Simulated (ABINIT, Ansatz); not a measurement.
# A GW run on BiOCl (P4/nmm) in ABINIT, with inputs changed

Aim: change inputs of a GW run on BiOCl (P4/nmm) and see what moves.

Program: ABINIT 10.8.3. Level of theory: PBEsol and many-body steps on it, plane waves. Results are calculated unless marked as measured.

## (1) The structure

Symmetry: P4/nmm, No. 129, tetragonal system. Conventional cell: a = 3.886 Å, b = 3.886 Å, c = 7.349 Å, α = 90.00°, β = 90.00°, γ = 90.00°. Bi has 4 O at 2.31 Å and 4 Cl at 3.06 Å nearest. Cl has 4 Bi at 3.06 Å nearest. O has 4 Bi at 2.31 Å nearest. Farther neighbours and most contacts between anions are not listed.

The cell and positions come from the Crystallography Open Database and are kept as given unless a step says otherwise. Spin-orbit coupling is left out unless a step names it.

## (2) Screening, 4×4×2 mesh, 155 bands, screening to 141.5 eV

This step: ABINIT 10.8.3; RPA screening on PBEsol, plane waves, norm-conserving pseudopotentials.

The RPA dielectric matrix is built and inverted for each q.

The input, run.abi:

```
acell 3*1.0 Angstrom
rprim 
  3.885510000000 0.000000000000 0.000000000000
  0.000000000000 3.885510000000 0.000000000000
  0.000000000000 0.000000000000 7.348900000000
ntypat 3
znucl 83 17 8
natom 6
typat 1 1 2 2 3 3
xred 
  0.500000000000 0.000000000000 0.329040000000
  0.000000000000 0.500000000000 0.670960000000
  0.000000000000 0.500000000000 0.147200000000
  0.500000000000 0.000000000000 0.852800000000
  0.000000000000 0.000000000000 0.500000000000
  0.500000000000 0.500000000000 0.500000000000
pp_dirpath "pseudos"
pseudos "Bi.upf, Cl.upf, O.upf"
ecut 42
ngkpt 4 4 2
nshiftk 1
shiftk 0 0 0
kptopt 1
chksymbreak 0
istwfk *1
occopt 1
irdwfk 1
optdriver 3
nband 155
ecuteps 5.2
inclvkb 2
awtr 1
symchi 1
indata_prefix "in"
outdata_prefix "out"
tmpdata_prefix "tmp"
```

Run with:

```
OMP_NUM_THREADS=1 mpirun -n 4 abinit run.abi > log
```

Log:

```text
.Version 10.8.3 of ABINIT. v10.8.2 released Aug 2026.

 Symmetries : space group P4/n m m (#129); Bravais tP (primitive tetrag.)
[... echo of the input left out ...]
== DATASET  1 ==================================================================
-   mpi_nproc: 4, omp_nthreads: 1 (-1 if OMP is not activated)

--- !DatasetInfo
iteration_state: {dtset: 1, }
dimensions: {natom: 6, nkpt: 12, mband: 155, nsppol: 1, nspinor: 1, nspden: 1, mpw: 9764, }
cutoff_energies: {ecut:  42.0, pawecutdg:  -1.0, }
electrons: {nelect:   7.20000000E+01, charge:   0.00000000E+00, occopt:   1.00000000E+00, tsmear:   1.00000000E-02, }

 SCREENING: Calculation of the susceptibility and dielectric matrices

 Based on a program developped by R.W. Godby, V. Olevano, G. Onida, and L. Reining.
 Incorporated in ABINIT by V. Olevano, G.-M. Rignanese, and M. Torrent.
.Using double precision arithmetic ; gwpc =  8

[... cell and pseudopotentials left out ...]
--------------------------------------------------------------------------------

 ==== K-mesh for the wavefunctions ====
 Number of points in the irreducible wedge :    12
[... list of points left out ...]
 Together with 16 symmetry operations and time-reversal symmetry
 yields    32 points in the full Brillouin Zone.

 ==== Q-mesh for the screening function ====
 Number of points in the irreducible wedge :    12
[... list of points left out ...]
 Together with 16 symmetry operations and time-reversal symmetry
 yields    32 points in the full Brillouin Zone.

 setmesh: FFT mesh size selected  =    30x   30x   60
          total number of points  =        54000

 vcoul_init : cutoff-mode = AUXILIARY_FUNCTION
 q-points for optical limit:   1
     1)      0.000010    0.000020    0.000030

- screening: taking advantage of time-reversal symmetry
- Maximum band index for partially occupied states nbvw = 36
- Remaining bands to be divided among processors   nbcw = 119
- Number of bands treated by each node ~29

 Number of electrons calculated from density =   72.0000; Expected =   72.0000
 average of density, n =  0.096165
 r_s =    1.3540
 omega_plasma =   29.9133 [eV]

 calculating chi0 at frequencies [eV] :
  1    0.000000E+00    0.000000E+00
  2    0.000000E+00    2.991330E+01

--------------------------------------------------------------------------------
  q-point number  1        q = ( 0.000000, 0.000000, 0.000000) [r.l.u.]
--------------------------------------------------------------------------------
[... chi0 elements left out ...]
 For q-point:  0.000010 0.000020 0.000030
  dielectric constant =   6.0281
  dielectric constant without local fields =   6.9017

  Average fulfillment of the sum rule on Im[epsilon] for q-point    1 :     61.94  [%]
[... wings left out ...]
  q-point number  2        q = ( 0.250000, 0.000000, 0.000000) [r.l.u.]
--------------------------------------------------------------------------------
[... chi0 elements left out ...]
  Average fulfillment of the sum rule on Im[epsilon] for q-point    2 :     70.50  [%]

 [... 10 further q-points ...]
```

The job ended after 2.9 min (4 MPI ranks of AMD EPYC 9R45, shared host; peak memory 3.6 GiB; 12 min of CPU time).

This step gave:

```yaml
eps_infinity_with_local_fields_on_this_mesh_along_the_program_s_q_direction: 6.028
the_same_without_local_fields: 6.902
plasma_frequency: 29.91 eV
plane_waves_in_the_screening_matrix: 427
```

Local fields lower ε∞ by 13 %. On a Γ-centred mesh this coarse the value itself is usually too large, while a short band sum pulls it down.

## (3) Base

The self-energy is evaluated for the states that the input lists, and the levels follow from it, in one-shot runs by the linearised quasiparticle equation.

This step: G0W0 on PBEsol, plane waves, norm-conserving pseudopotentials.

run.abi: that of step 2 with these lines changed.

```diff
@@ -27,8 +27,19 @@
 irdwfk 1
-optdriver 3
+optdriver 4
 nband 155
+gwcalctyp 0
+ecutsigx 42
+symsigma 1
+nkptgw 3
+kptgw 
+  0.5000000000 0.0000000000 0.5000000000
+  0.0000000000 0.0000000000 0.5000000000
+  0.0000000000 0.0000000000 0.0000000000
+bdgw 
+  35 38
+  35 38
+  35 38
 ecuteps 5.2
-inclvkb 2
-awtr 1
-symchi 1
+irdscr 1
+ppmodel 1
 indata_prefix "in"
```

Log:

```text
.Version 10.8.3 of ABINIT. v10.8.2 released Aug 2026.

 Symmetries : space group P4/n m m (#129); Bravais tP (primitive tetrag.)
[... echo of the input left out ...]
== DATASET  1 ==================================================================
-   mpi_nproc: 4, omp_nthreads: 1 (-1 if OMP is not activated)

--- !DatasetInfo
iteration_state: {dtset: 1, }
dimensions: {natom: 6, nkpt: 12, mband: 155, nsppol: 1, nspinor: 1, nspden: 1, mpw: 9764, }
cutoff_energies: {ecut:  42.0, pawecutdg:  -1.0, }
electrons: {nelect:   7.20000000E+01, charge:   0.00000000E+00, occopt:   1.00000000E+00, tsmear:   1.00000000E-02, }

 SIGMA: Calculation of the GW corrections

 Based on a program developped by R.W. Godby, V. Olevano, G. Onida, and L. Reining.
 Incorporated in ABINIT by V. Olevano, G.-M. Rignanese, and M. Torrent.
.Using double precision arithmetic ; gwpc =  8

[... cell and pseudopotentials left out ...]
--------------------------------------------------------------------------------

 ==== K-mesh for the wavefunctions ====
 Number of points in the irreducible wedge :    12
[... list of points left out ...]
 Together with 16 symmetry operations and time-reversal symmetry
 yields    32 points in the full Brillouin Zone.

 ==== Q-mesh for screening function ====
 Number of points in the irreducible wedge :    12
[... list of points left out ...]
 Together with 16 symmetry operations and time-reversal symmetry
 yields    32 points in the full Brillouin Zone.

 vcoul_init : cutoff-mode = AUXILIARY_FUNCTION
 q-points for optical limit:   1
     1)      0.000010    0.000020    0.000030
 setmesh: FFT mesh size selected  =    48x   48x   90
          total number of points  =       207360

 Number of electrons calculated from density =   72.0000; Expected =   72.0000
 average of density, n =  0.096165
 r_s =    1.3540
 omega_plasma =   29.9133 [eV]

 === KS Band Gaps ===
  >>>> For spin  1
   Minimum direct gap =   2.9274 [eV], located at k-point      :   0.0000  0.0000  0.5000
   Fundamental gap    =   2.6228 [eV], Top of valence bands at :   0.5000  0.0000  0.5000
                                       Bottom of conduction at :   0.0000  0.0000  0.5000
 SIGMA fundamental parameters:
 PLASMON POLE MODEL  1
 number of plane-waves for SigmaX                 9725
 number of plane-waves for SigmaC and W            427
 number of plane-waves for wavefunctions          9725
 number of bands                                   155
 number of independent spin polarizations            1
 number of spinorial components                      1
 number of k-points in IBZ                          12
 number of q-points in IBZ                          12
 number of symmetry operations                      16
 number of k-points in BZ                           32
 number of q-points in BZ                           32
 number of frequencies for dSigma/dE                 9
 frequency step for dSigma/dE [eV]                0.25
 number of omega for Sigma on real axis              0
 max omega for Sigma on real axis  [eV]           0.00
 zcut for avoiding poles [eV]                     0.10

 EPSILON^-1 parameters (SCR file):
 dimension of the eps^-1 matrix on file            427
 dimension of the eps^-1 matrix used               427
 number of plane-waves for wavefunctions          9725
 number of bands                                   155
 number of q-points in IBZ                          12
 number of frequencies                               2
 number of real frequencies                          1
 number of imag frequencies                          1

 matrix elements of self-energy operator (all in [eV])

 Perturbative Calculation

--- !SelfEnergy_ee
iteration_state: {dtset: 1, }
kpoint     : [   0.500,    0.000,    0.500, ]
spin       : 1
KS_gap     :    4.426
QP_gap     :    5.740
Delta_QP_KS:    1.315
data: !SigmaeeData |
     Band     E0 <VxcDFT>   SigX SigC(E0)      Z dSigC/dE  Sig(E)    E-E0       E
       35   5.725 -16.351 -19.782   2.915   0.793  -0.260 -16.760  -0.409   5.316
       36   5.725 -16.351 -19.782   2.915   0.793  -0.260 -16.760  -0.409   5.316
       37  10.150 -13.502  -9.296  -3.106   0.823  -0.216 -12.597   0.905  11.056
       38  10.150 -13.502  -9.296  -3.106   0.823  -0.216 -12.597   0.905  11.056

--- !SelfEnergy_ee
iteration_state: {dtset: 1, }
kpoint     : [   0.000,    0.000,    0.500, ]
spin       : 1
KS_gap     :    2.927
QP_gap     :    4.494
Delta_QP_KS:    1.567
data: !SigmaeeData |
     Band     E0 <VxcDFT>   SigX SigC(E0)      Z dSigC/dE  Sig(E)    E-E0       E
       35   5.417 -18.175 -22.230   3.912   0.776  -0.289 -18.286  -0.111   5.305
       36   5.420 -14.794 -18.665   2.839   0.800  -0.251 -15.619  -0.825   4.595
[...]
--- !SelfEnergy_ee
iteration_state: {dtset: 1, }
kpoint     : [   0.000,    0.000,    0.000, ]
spin       : 1
KS_gap     :    3.823
QP_gap     :    4.893
Delta_QP_KS:    1.070
data: !SigmaeeData |
     Band     E0 <VxcDFT>   SigX SigC(E0)      Z dSigC/dE  Sig(E)    E-E0       E
[...]
36   5.028 -16.715 -20.274   3.242   0.788  -0.269 -16.965  -0.249   4.779
       37   8.851 -13.262  -9.141  -3.133   0.831  -0.204 -12.441   0.821   9.672
       38   9.553 -13.220  -9.111  -3.094   0.828  -0.208 -12.380   0.840  10.393

== END DATASET(S) ==============================================================
================================================================================

 -outvars: echo values of variables after computation  --------
           etotal      0.0000000000E+00
            nband         155
             nkpt          12
          spgroup         129
 [... the other variables as echoed above ...]

 Calculation completed.
```

Run time: 45 s. Hardware: 4 MPI ranks; peak memory 2.9 GiB.

Numbers from this step:

* G0W0 gap on the points computed: 3.773 eV
* starting gap on the mesh: 2.623 eV
* k of the valence top: 0.5, 0, 0.5
* k of the conduction bottom: 0, 0, 0.5
* Z at the valence top: 0.793
* Z at the conduction bottom: 0.834
* least direct G0W0 gap on the computed points: 3.784 eV

The gap on the mesh goes from 2.62 eV to 3.77 eV, a correction of +1.15 eV.

## (4) Exchange cutoff of one hartree

run.abi: that of step 3 with these lines changed.

```diff
@@ -30,3 +30,3 @@
 gwcalctyp 0
-ecutsigx 42
+ecutsigx 1
 symsigma 1
```

Log:

```text
.Version 10.8.3 of ABINIT. v10.8.2 released Aug 2026.

 Symmetries : space group P4/n m m (#129); Bravais tP (primitive tetrag.)
[... echo of the input left out ...]
== DATASET  1 ==================================================================
-   mpi_nproc: 4, omp_nthreads: 1 (-1 if OMP is not activated)

--- !DatasetInfo
iteration_state: {dtset: 1, }
dimensions: {natom: 6, nkpt: 12, mband: 155, nsppol: 1, nspinor: 1, nspden: 1, mpw: 9764, }
cutoff_energies: {ecut:  42.0, pawecutdg:  -1.0, }
electrons: {nelect:   7.20000000E+01, charge:   0.00000000E+00, occopt:   1.00000000E+00, tsmear:   1.00000000E-02, }

 SIGMA: Calculation of the GW corrections

 Based on a program developped by R.W. Godby, V. Olevano, G. Onida, and L. Reining.
 Incorporated in ABINIT by V. Olevano, G.-M. Rignanese, and M. Torrent.
.Using double precision arithmetic ; gwpc =  8

[... cell and pseudopotentials left out ...]
--------------------------------------------------------------------------------

 ==== K-mesh for the wavefunctions ====
 Number of points in the irreducible wedge :    12
[... list of points left out ...]
 Together with 16 symmetry operations and time-reversal symmetry
 yields    32 points in the full Brillouin Zone.

 ==== Q-mesh for screening function ====
 Number of points in the irreducible wedge :    12
[... list of points left out ...]
 Together with 16 symmetry operations and time-reversal symmetry
 yields    32 points in the full Brillouin Zone.

 vcoul_init : cutoff-mode = AUXILIARY_FUNCTION
 q-points for optical limit:   1
     1)      0.000010    0.000020    0.000030
 setmesh: FFT mesh size selected  =    30x   30x   50
          total number of points  =        45000

 Number of electrons calculated from density =   72.0000; Expected =   72.0000
[...]
number of plane-waves for wavefunctions          9725
 number of bands                                   155
 number of q-points in IBZ                          12
 number of frequencies                               2
 number of real frequencies                          1
 number of imag frequencies                          1

 matrix elements of self-energy operator (all in [eV])

 Perturbative Calculation

--- !SelfEnergy_ee
iteration_state: {dtset: 1, }
kpoint     : [   0.500,    0.000,    0.500, ]
spin       : 1
KS_gap     :    4.426
QP_gap     :    4.767
Delta_QP_KS:    0.341
data: !SigmaeeData |
     Band     E0 <VxcDFT>   SigX SigC(E0)      Z dSigC/dE  Sig(E)    E-E0       E
       35   5.725 -16.351 -14.456   2.853   0.827  -0.210 -12.425   3.926   9.651
       36   5.725 -16.351 -14.456   2.853   0.827  -0.210 -12.425   3.926   9.651
       37  10.150 -13.502  -5.262  -3.164   0.841  -0.190  -9.235   4.267  14.418
[...]
--- !SelfEnergy_ee
iteration_state: {dtset: 1, }
kpoint     : [   0.000,    0.000,    0.500, ]
spin       : 1
KS_gap     :    2.927
QP_gap     :    3.890
Delta_QP_KS:    0.962
data: !SigmaeeData |
     Band     E0 <VxcDFT>   SigX SigC(E0)      Z dSigC/dE  Sig(E)    E-E0       E
[...]
--- !SelfEnergy_ee
iteration_state: {dtset: 1, }
kpoint     : [   0.000,    0.000,    0.000, ]
spin       : 1
KS_gap     :    3.823
QP_gap     :    3.588
Delta_QP_KS:   -0.235
data: !SigmaeeData |
     Band     E0 <VxcDFT>   SigX SigC(E0)      Z dSigC/dE  Sig(E)    E-E0       E
[...]
37   8.851 -13.262  -5.263  -3.152   0.845  -0.183  -9.167   4.095  12.946
       38   9.553 -13.220  -5.632  -3.000   0.843  -0.187  -9.354   3.866  13.419

== END DATASET(S) ==============================================================
================================================================================

 -outvars: echo values of variables after computation  --------
           etotal      0.0000000000E+00
            nband         155
             nkpt          12
          spgroup         129
 [... the other variables as echoed above ...]

 Calculation completed.
```

Wall time 6.3 s (4 MPI ranks); peak memory 1.9 GiB; 24 s of CPU time.

The run ended normally, though the input holds a fault or crude settings.

The fault put into this input: exchange cutoff of one hartree. It printed a gap of 1.35 eV, an artefact of the input.

## (5) Side by side

Times are wall times on 4 MPI ranks of AMD EPYC 9R45, shared host, good to a factor of about two. A run's time includes the screening step that it read.

| run | mesh | bands | screening cutoff (eV) | DFT gap (eV) | gap on the mesh (eV) | direct (eV) | ε∞ used | time |
| --- | --- | --- | --- | --- | --- | --- | --- | --- |
| base | 4×4×2 | 155 | 141.5 | 2.623 | 3.773 | 3.784 | 6.03 | 3.6 min |

## (6) Summary of results

```
base         : 3.773 eV
known limits : not at the basis limit; no spin-orbit coupling; coarse k mesh
```

In words: Bands and cutoff are finite, so the gap is not at the basis limit. The miss can reach some tenths of an eV and take either sign; the mesh is an error of its own. In the G0W0 run levels were corrected at 3 k points alone, so a gap called «on the mesh» is the least over those, and an edge elsewhere would be missed. A denser mesh or path gives a starting gap of 2.55 eV: the GW mesh misses a band edge, so its gaps are not the fundamental one. The 4×4×2 mesh is coarse for this cell, which bears on the long-range parts of exchange and screening. Where an edge is built on 6p states of lead, bismuth or thallium, scalar-relativistic gaps usually stand too wide, by a few tenths to over one eV. The many-body steps are scalar-relativistic: spin-orbit coupling is not in them.

[Paths, hosts, dates, memory and timing lines, banners, echoed tables and standing remarks are left out of the program output.]

[Logs are printed without paths, hosts, clocks, repeated set-up lines and the standing remarks that a program may print on its own settings, such as how far it seeks lower states.]

[Runs of the session that timed out or met a known fault of the program may be left out.]

[Hosts, paths, dates, database ids (printed as entryN), source tags and the programs' standing remarks are cut or masked in the printed files.]

[G0W0 gaps are taken among the corrected bands and points alone; a level outside them can change the order at an edge.]

[Where Ansatz stands beside ABINIT at settings called matched, ABINIT's density can come from a denser mesh and the files from another edition; pairs whose starting gaps differed by over 0.03 eV were left out, so agreement reads better than it is.]
